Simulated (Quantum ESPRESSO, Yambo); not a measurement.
An input for Yambo 5.3.0 (Si3N4 (Fd-3m)):

```
HF_and_locXC
gw0
dyson
ppa
em1d
rim_cut
RandQpts= 1000000
RandGvec= 1 RL
EXXRLvcs= 72 Ry
VXCRLvcs= 288 Ry
Chimod= "HARTREE"
% BndsRnXp
 1 | 121 |
%
NGsBlkXp= 7 Ry
% LongDrXp
 1 | 1 | 1 |
%
% GbndRnge
 1 | 121 |
%
DysSolver= "n"
ExtendOut
PPAPntXp= 27.21138 eV
% QPkrange
 6 | 6 | 31 | 34 |
 1 | 1 | 31 | 34 |
%
```

```sh
OMP_NUM_THREADS=2 mpirun -n 4 yambo -F gw3.in -J gw3 -C gw3 > gw3.log
```

The stored states that it reads are on a 4×4×4 mesh. The structure is cubic, space group Fd-3m (No. 227). The conventional cell has a = 7.787 Å, b = 7.787 Å, c = 7.787 Å, α = 90.00°, β = 90.00°, γ = 90.00°. Nearest to Si lie 6 N at 1.89 Å. Nearest to Si lie 4 N at 1.79 Å. Nearest to N lie 4 Si at 1.79 to 1.89 Å. Farther neighbours and most contacts between anions are not listed.

**Question.** How long will it take on 4 MPI ranks of Arm Neoverse V2, shared host, and how much memory?

It took 2.2 min; on shared hardware allow 67 s to 4.4 min. Peak host memory was 3.4 GiB.

The screening grows as filled bands × empty bands × pairs of k points, times the square of the screening basis for the matrix.

[Paths, hosts, dates, memory and timing lines, banners, echoed tables and standing remarks are left out of the program output.]

[Logs are printed without paths, hosts, clocks, repeated set-up lines and the standing remarks that a program may print on its own settings, such as how far it seeks lower states.]

[Runs of the session that timed out or met a known fault of the program may be left out.]

[Hosts, paths, dates, database ids (printed as entryN), source tags and the programs' standing remarks are cut or masked in the printed files.]
